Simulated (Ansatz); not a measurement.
# Which magnetic ion is it?

A crystal has the composition CaMF6, where M is a 3d element. A calculation (PBE+U, spin-orbit coupling in second variation, Ansatz) gives:

```
S                            : 1
g                            : ⊥ 1.8607, ∥ 1.9748
D, with anisotropic exchange : +15.6 cm⁻¹ (+469 GHz)
moment in its sphere         : 1.75 μB
```

**Question.** Which ion is it, and why?

The crystal is CaCrF6, space group R-3. The spin sits on Cr, with 6 F at 1.90 Å round it. With the usual charges of the other elements M must be +4. The high-spin ion of that charge with S = 1 in this row is Cr⁴⁺ d². Low-spin ions are left aside. The shift is negative: in a shell less than half full the orbital moment opposes the spin.

[Logs are printed without paths, hosts, clocks, repeated set-up lines and the standing remarks that a program may print on its own settings, such as how far it seeks lower states.]

[Hosts, paths, dates, database ids (printed as entryN), source tags and the programs' standing remarks are cut or masked in the printed files.]
